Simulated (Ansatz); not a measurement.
# MgZrO3 (built on the sites of a database entry of BaZrO3): following an unstable mode, part 2 of 2

Which phase does MgZrO3 (built on the sites of a database entry of BaZrO3) fall into along its unstable mode, and how much energy does it gain?

Ansatz 0.2.0; DFT PBEsol, scalar-relativistic, plane waves, norm-conserving pseudopotentials.

So far. Step 4 (The mode frozen in, largest atomic shift 0.6 Å): The run ends at a pressure of -11.61 GPa, with forces up to 0.21 eV/Å. Step 5 (Energy along the mode, all amplitudes (two of the runs …): The lowest of the steps tried is the last one, at 0.6 Å, 83.7 meV/atom below the parent; the bottom of the well need not coincide with a step.

The structure was built from a prototype and need not be the compound's stable phase.

## Step 6: Relaxation from the frozen mode

Starting from the lowest point found, all atoms and the cell are let go, so that strain and other modes of the same symmetry can join in.

File input.yaml:

```yaml
crystal:
  lattice:
    - [4.071198049, 0.0, 0.0]
    - [0.0, 4.071198049, 0.0]
    - [0.0, 0.0, 4.071198049]
  atoms:
    - { symbol: Mg, position: [0.0, 0.0, 0.0] }
    - { symbol: Zr, position: [0.5, 0.5, 0.5] }
    - { symbol: O, position: [0.0, 0.3957888898, 0.6042111102] }
    - { symbol: O, position: [0.3957888898, 0.0, 0.3957888898] }
    - { symbol: O, position: [0.6042111102, 0.6042111102, 0.0] }
kpoints:
  mp_grid: { grid: [8, 8, 8] }
hamiltonian:
  xc: pbesol
  pseudopotentials: { kind: nc }
scf:
  occupations: { method: fixed }
output:
  forces: true
  stress: true
  eigenvalues: true
relax:
  adjacent_minimum: "off"
  f_tol: 0.002
  max_steps: 120
  cell: { stress_tol: 0.03 }
```

On the command line:

```console
> ansatz run input.yaml --threads 4 --pin off --max-ram 7168MiB --backend cpu --events-out ev --progress --plain --runs-dir out
```

Numbers of over 12 decimals in the logs are rounded to 6 here.

Output:

```text
[...]
Crystal: 5 atoms, lattice volume = 67.479 Å³
Basis set: ecut = 1142.878222 eV, 5887 PW (Γ), exchange–correlation on 90×90×90 points (8 copies of the dense FFT grid, shifted against one another)
Bands: 25, of which v1, the nominal top of the filled ones, is band 20 counted from 1 (19 counted from 0)
Symmetry: 6 space group operations
[...]
k-points: 65 of 512 (time reversal used)
[...]
SCF iter   1: F=—  HF=-4343.620559 eV  |F-HF|=—  |Δ(HF+E_count)|=         —  Δρ=6.19e-2  dr2=2.20e0  ethr=3.10e-3  ⟨swp⟩=5.4  Hψ=6373  notcnv=0  defer=187
[...]
SCF iter   8: F=-4342.848416 eV  HF=-4342.848416 eV  |F-HF|=9.42e-9  |Δ(HF+E_count)|=   4.67e-7  Δρ=6.71e-6  dr2=3.05e-8  ethr=2.50e-10  ⟨swp⟩=13.8  Hψ=9828  notcnv=0
SCF 1 converged in 8 iterations: F = -4342.848416 eV  dr2 = 3.05e-8
relax step   1: F+E_penalty+E_count = -4342.84841619 eV  Δ(F+E_penalty+E_count) = +0.000e0 eV  max|allowed force component| = 1.520e-1 eV/Å  Δτ_max = 0.0000 Å  P = -11.610 GPa  Ω = 67.479 Å³  (8 SCF iters, dr2 threshold 1.00e-7 eV, accepted)
Crystal: 5 atoms, lattice volume = 64.274 Å³
Basis set: ecut = 1142.878222 eV, 5617 PW (Γ), exchange–correlation on 90×90×90 points (8 copies of the dense FFT grid, shifted against one another)
[...]
iter 1 solved again at ethr=1.13e-4 eV; its pass at ethr=3.10e-3 eV (dr2=4.52e-2 eV) is discarded
[...]
SCF iter   6: F=-4343.656008 eV  HF=-4343.656008 eV  |F-HF|=6.63e-8  |Δ(HF+E_count)|=   1.31e-6  Δρ=1.72e-5  dr2=1.03e-7  ethr=1.25e-9  ⟨swp⟩=13.7  Hψ=11037  notcnv=0
SCF 2 converged in 6 iterations: F = -4343.656008 eV  dr2 = 1.03e-7
relax step   2: F+E_penalty+E_count = -4343.65600793 eV  Δ(F+E_penalty+E_count) = -8.076e-1 eV  max|allowed force component| = 5.273e-1 eV/Å  Δτ_max = 0.0296 Å  P = -4.878 GPa  Ω = 64.274 Å³  energy of the carried Pulay correction = +8.491e-4 eV  (6 SCF iters, dr2 threshold 5.00e-7 eV, accepted)
Crystal: 5 atoms, lattice volume = 59.936 Å³
Basis set: ecut = 1142.878222 eV, 5229 PW (Γ), exchange–correlation on 90×90×90 points (8 copies of the dense FFT grid, shifted against one another)
[...]
SCF iter   6: F=-4344.086911 eV  HF=-4344.086911 eV  |F-HF|=1.10e-7  |Δ(HF+E_count)|=   2.47e-6  Δρ=2.46e-5  dr2=2.44e-7  ethr=1.25e-9  ⟨swp⟩=12.4  Hψ=12273  notcnv=0
SCF 3 converged in 6 iterations: F = -4344.086911 eV  dr2 = 2.44e-7
relax step   3: F+E_penalty+E_count = -4344.08691139 eV  Δ(F+E_penalty+E_count) = -4.309e-1 eV  max|allowed force component| = 5.854e-1 eV/Å  Δτ_max = 0.0867 Å  P = +5.011 GPa  Ω = 59.936 Å³  energy of the carried Pulay correction = +2.066e-3 eV  (6 SCF iters, dr2 threshold 5.00e-7 eV, accepted)
[...]
relax step   4: F+E_penalty+E_count = -4344.19391910 eV  Δ(F+E_penalty+E_count) = -1.070e-1 eV  max|allowed force component| = 2.911e-2 eV/Å  Δτ_max = 0.0804 Å  P = -0.685 GPa  Ω = 61.421 Å³  energy of the carried Pulay correction = +1.640e-3 eV  (6 SCF iters, dr2 threshold 5.00e-7 eV, accepted)
[...]
relax step   5: F+E_penalty+E_count = -4344.19564846 eV  Δ(F+E_penalty+E_count) = -1.729e-3 eV  max|allowed force component| = 1.242e-3 eV/Å  Δτ_max = 0.0031 Å  P = +0.004 GPa  Ω = 61.186 Å³  energy of the carried Pulay correction = +1.707e-3 eV  (5 SCF iters, dr2 threshold 5.00e-7 eV, accepted)
[...]
relax step   6: F+E_penalty+E_count = -4344.19570157 eV  Δ(F+E_penalty+E_count) = -5.312e-5 eV  max|allowed force component| = 8.805e-5 eV/Å  Δτ_max = 0.0001 Å  P = +0.006 GPa  Ω = 61.187 Å³  energy of the carried Pulay correction = +1.707e-3 eV  (4 SCF iters, dr2 threshold 1.27e-7 eV, accepted)
[...]
relax step   7: F+E_penalty+E_count = -4344.20207578 eV  Δ(F+E_penalty+E_count) = -6.374e-3 eV  max|allowed force component| = 1.888e-4 eV/Å  Δτ_max = 0.0000 Å  P = +0.239 GPa  Ω = 61.187 Å³  stress off target by 6.91e-1 GPa  SCF on the basis re-selected at this cell (its energy is not comparable with the rows above)  (6 SCF iters)
[...]
relax step   8: F+E_penalty+E_count = -4344.20235634 eV  Δ(F+E_penalty+E_count) = -2.806e-4 eV  max|allowed force component| = 1.286e-3 eV/Å  Δτ_max = 0.0004 Å  P = +0.004 GPa  Ω = 61.276 Å³  energy of the carried Pulay correction = -2.475e-5 eV  (4 SCF iters, dr2 threshold 5.00e-7 eV, accepted)
[...]
relax step   9: F+E_penalty+E_count = -4344.20235834 eV  Δ(F+E_penalty+E_count) = -1.991e-6 eV  max|allowed force component| = 2.296e-4 eV/Å  Δτ_max = 0.0001 Å  P = +0.005 GPa  Ω = 61.276 Å³  energy of the carried Pulay correction = -2.472e-5 eV  (4 SCF iters, dr2 threshold 4.22e-9 eV, accepted)
[...]
SCF iter   1: F=—  HF=-4344.202770 eV  |F-HF|=—  |Δ(HF+E_count)|=         —  Δρ=7.29e-6  dr2=7.07e-9  ethr=1.78e-7  ⟨swp⟩=4.3  Hψ=12385  notcnv=0  defer=195
eigensolver tolerance schedule: the retry pair's looser diagonalisation over-reported the residual by 10058.95 of it (diagonalisation noise at 1.36 of the residual, at the tolerance the schedule requests for it); recorded, not acted on — ethr = c·dr2/N_el stays at c = 1.0e-1
[...]
SCF iter   2: F=—  HF=-4344.202385 eV  |F-HF|=—  |Δ(HF+E_count)|=   3.85e-4  Δρ=4.39e-6  dr2=4.54e-9  ethr=1.77e-11  ⟨swp⟩=3.6  Hψ=4187  notcnv=0  defer=194
[...]
SCF iter   6: F=-4344.202385 eV  HF=-4344.202385 eV  |F-HF|=4.55e-12  |Δ(HF+E_count)|=  1.27e-11  Δρ=1.82e-7  dr2=5.99e-12  ethr=1.00e-12  ⟨swp⟩=13.9  Hψ=11067  notcnv=0
SCF 10 converged in 6 iterations: F = -4344.202385 eV  dr2 = 5.99e-12
relax step  10: F+E_penalty+E_count = -4344.20238495 eV  Δ(F+E_penalty+E_count) = -2.661e-5 eV  max|allowed force component| = 2.315e-4 eV/Å  Δτ_max = 0.0000 Å  P = +0.006 GPa  Ω = 61.276 Å³  stress off target by 7.20e-3 GPa  SCF on the basis re-selected at this cell (its energy is not comparable with the rows above)  (6 SCF iters)
[...]
SCF converged after 6 iterations
Free energy (F): -4344.202385 eV
[...]
Internal energy: -4344.202385 eV  (E = F + TS)
E sigma→0 (E₀):  -4344.202385 eV
Fermi energy:    8.422794 eV
[...]
--- Forces (eV/Å), atoms counted from 1 ---
  atom   1  Mg     0.00000000     0.00000000     0.00000000
  atom   2  Zr     0.00000000     0.00000000     0.00000000
  atom   3  O     -0.00000000    -0.00023148     0.00023148
  atom   4  O     -0.00023148    -0.00000000    -0.00023148
  atom   5  O      0.00023148     0.00023148    -0.00000000
  max |Σ_I F_I| component: 5.59e-16 eV/Å
--- Stress (GPa, compression-positive) ---
        0.006427      -0.000388      -0.000388
       -0.000388       0.006427       0.000388
       -0.000388       0.000388       0.006427
  P = ⅓ Tr σ = 0.0064 GPa (0.064 kbar)
--- Band table (eV; the first three rows and the last of 65) ---
  k-point 0: bands = [... 16 lower, 6.3340, 7.1127, 7.1127, 8.2476, 11.4236, 12.5882, 14.3035, 14.3035, ... 1 higher]
  k-point 1: bands = [... 16 lower, 6.4328, 6.9816, 7.1286, 8.1030, 11.7101, 12.7054, 14.0447, 14.2167, ... 1 higher]
  k-point 2: bands = [... 16 lower, 6.3126, 6.9354, 7.0977, 7.8279, 12.1697, 13.0177, 13.7938, 13.9658, ... 1 higher]
  k-point 64: bands = [... 16 lower, 5.5471, 5.7103, 8.0590, 8.0590, 13.0274, 13.0274, 14.5726, 16.0105, ... 1 higher]
--- Relaxed structure (8 steps of the walk, 8 accepted, 2 SCFs on fresh bases) ---
  F+E_penalty+E_count = -4344.20238495 eV   max|allowed force component| = 2.315e-4 eV/Å   (the final SCF, on the basis selected at the relaxed cell)
  cell:  # Å, volume = 61.2758 Å³
    - [3.958935, -0.260954, -0.260954]
    - [-0.260954, 3.958935, 0.260954]
    - [-0.260954, 0.260954, 3.958935]
  atoms:
    - { symbol: Mg, position: [3.4087724647105105e-19, -3.40211470599041e-19, -1.67611148985606e-19] }
    - { symbol: Zr, position: [0.500000, 0.500000, 0.5] }
    - { symbol: O, position: [0.0, 0.372469, 0.627531] }
    - { symbol: O, position: [0.372469, 0.0, 0.372469] }
    - { symbol: O, position: [0.627531, 0.627531, -1.0390836220984096e-18] }
```

The job ended after 90 s (4 threads of Arm Neoverse V2, shared host; peak memory 0.68 GiB).

Relaxation path:

| step | energy less that of the first step (eV) | largest force component (eV/Å) | pressure (GPa) | volume (Å³) |
| --- | --- | --- | --- | --- |
| 1 | 0.0000 | 0.1520 | -11.61 | 67.48 |
| 2 | -0.8076 | 0.5273 | -4.88 | 64.27 |
| 3 | -1.2385 | 0.5854 | 5.01 | 59.94 |
| 4 | -1.3455 | 0.0291 | -0.68 | 61.42 |
| 5 | -1.3472 | 0.0012 | 0.00 | 61.19 |
| 6 | -1.3473 | 0.0001 | 0.01 | 61.19 |
| 7* | -1.3537 | 0.0002 | 0.24 | 61.19 |
| 8 | -1.3539 | 0.0013 | 0.00 | 61.28 |
| 9 | -1.3539 | 0.0002 | 0.00 | 61.28 |
| 10* | -1.3540 | 0.0002 | 0.01 | 61.28 |

Relaxation steps marked * repeat the geometry before them on a plane-wave basis chosen anew for their cell, so energy and pressure can jump there.

The run keeps the 6 symmetry operations that it works with, so distortions that break them were not tested.

| conventional cell, symmetrised | before | after | change |
| --- | --- | --- | --- |
| a (Å) | 5.758 | 5.230 | -9.2 % |
| b (Å) | 5.758 | 5.230 | -9.2 % |
| c (Å) | 7.052 | 7.761 | +10.1 % |
| volume (Å³/atom) | 13.50 | 12.26 | -9.2 % |

The atoms that moved most (Å, as changes of fractional coordinates times the final cell):

| atom | dx | dy | dz | length |
| --- | --- | --- | --- | --- |
| O4 | -0.086 | 0.000 | -0.086 | 0.122 |
| O5 | 0.086 | 0.086 | 0.000 | 0.122 |
| O3 | 0.000 | -0.086 | 0.086 | 0.122 |

Final coordinates:

```cif
data_structure
_symmetry_space_group_name_H-M 'P 1'
_symmetry_Int_Tables_number 1
_cell_length_a 3.9761
_cell_length_b 3.9761
_cell_length_c 3.9761
_cell_angle_alpha 82.241
_cell_angle_beta 97.759
_cell_angle_gamma 97.759
_cell_volume 61.28
loop_
_atom_site_label
_atom_site_type_symbol
_atom_site_fract_x
_atom_site_fract_y
_atom_site_fract_z
_atom_site_occupancy
Mg1 Mg 0.00000 0.00000 0.00000 1
Zr2 Zr 0.50000 0.50000 0.50000 1
O3 O 0.00000 0.37247 0.62753 1
O4 O 0.37247 0.00000 0.37247 1
O5 O 0.62753 0.62753 0.00000 1
```

Numbers from this step:

```
pressure          : 0.006427 GPa
gap on the k-mesh : 3.001 eV
volume per atom   : 12.26 Å³
```

The distorted start has space group R32; the relaxation ends in R32.

## Step 7: The new phase in its own primitive cell

The relaxed structure is symmetrised, reduced to its primitive cell and relaxed tightly, as its phonons need.

input.yaml, the sections that differ from step 6:

```yaml
crystal:
  lattice:
    - [2.6148676035, 1.5096945148, 2.5870153535]
    - [-2.6148676035, 1.5096945148, 2.5870153535]
    - [0.0, -3.0193890296, 2.5870153535]
  atoms:
    - { symbol: Mg, position: [0.0, 0.0, 0.0] }
    - { symbol: Zr, position: [0.5, 0.5, 0.5] }
    - { symbol: O, position: [0.3724692075, 0.0, 0.6275307925] }
    - { symbol: O, position: [0.0, 0.6275307925, 0.3724692075] }
    - { symbol: O, position: [0.6275307925, 0.3724692075, 0.0] }
kpoints:
  mp_grid: { grid: [6, 6, 6] }
relax:
  adjacent_minimum: "off"
  f_tol: 0.001
  max_steps: 60
  cell: { stress_tol: 0.01 }
# hamiltonian, scf, output: as in step 6
```

Output:

```text
[...]
Crystal: 5 atoms, lattice volume = 61.276 Å³
Basis set: ecut = 1142.878222 eV, 5331 PW (Γ), exchange–correlation on 90×90×90 points (8 copies of the dense FFT grid, shifted against one another)
Bands: 25, of which v1, the nominal top of the filled ones, is band 20 counted from 1 (19 counted from 0)
Symmetry: 6 space group operations
[...]
cell:  # Å, volume = 61.2758 Å³
    - [2.614868, 1.509695, 2.5870153535]
    - [-2.614868, 1.509695, 2.5870153535]
    - [0.0, -3.019389, 2.5870153535]
  atoms:
    - { symbol: Mg, position: [0.0, 0.0, 0.0] }
    - { symbol: Zr, position: [0.500000, 0.500000, 0.500000] }
    - { symbol: O, position: [0.3724692075, 0.0, 0.6275307925] }
    - { symbol: O, position: [5.551115123125783e-17, 0.6275307925, 0.3724692075] }
    - { symbol: O, position: [0.627531, 0.3724692075, 0.0] }
[key lines of the parts left out:]
SCF converged after 7 iterations
Free energy (F): -4344.202388 eV
Fermi energy:    8.422799 eV
P = ⅓ Tr σ = 0.0063 GPa (0.063 kbar)
```

Wall time 9.7 s (4 threads); peak memory 0.52 GiB; 37 s of CPU time.

Little changed from the start: no atom moved by 0.005 Å and no cell edge by 0.1 %.

Numbers from this step:

| Item | Value |
| --- | --- |
| pressure | 0.006341 GPa |
| direct gap on mesh | 3.176 eV |

The largest force component left is 0.32 meV/Å and the pressure is 0.006 GPa, within the tolerances set. The cell now holds 12.26 Å³/atom.

## Step 8: Summary of results

```json
{
 "unstable mode of the parent": "q = (0, 0, 0), 218i cm⁻¹",
 "depth at the lowest point sampled": "83.7 meV/atom",
 "largest atomic shift at that point": "0.6 Å",
 "space group reached (within 0.01 Å)": "R32",
 "energy gained over the parent (first relaxation, on the mesh of the frozen mode)": "355 meV/atom",
 "volume per atom, phase reached": "12.3 Å³",
 "gap on the k-mesh, phase reached": "3.00 eV"
}
```

What this shows: Along this mode the structure falls into R32, 355 meV/atom below the parent. At the parent's cell the well is 83.71 meV/atom deep on the steps tried, with its lowest point at a shift of 0.6 Å. That is the last step tried, so the steps alone don't bracket the bottom of the well. Relaxing atoms and cell changes the gain by +270.79 meV/atom against the lowest step (energies at zero smearing). Most of the total comes from this relaxation. The modes of the phase reached were not computed on this path. Of the 5 patterns followed to their end from this parent, this one reaches the lowest energy. Each path keeps the symmetry of its pattern, so a lower phase may lie along a pattern not tried. With the field response the log warns that the k mesh is coarse for the force constants too, so the frequencies may not be converged. The starting cell was built on a prototype and not taken from a measurement, so the phase need not exist.

[Logs are printed without paths, hosts, clocks, repeated set-up lines and the standing remarks that a program may print on its own settings, such as how far it seeks lower states.]

[Hosts, paths, dates, database ids (printed as entryN), source tags and the programs' standing remarks are cut or masked in the printed files.]
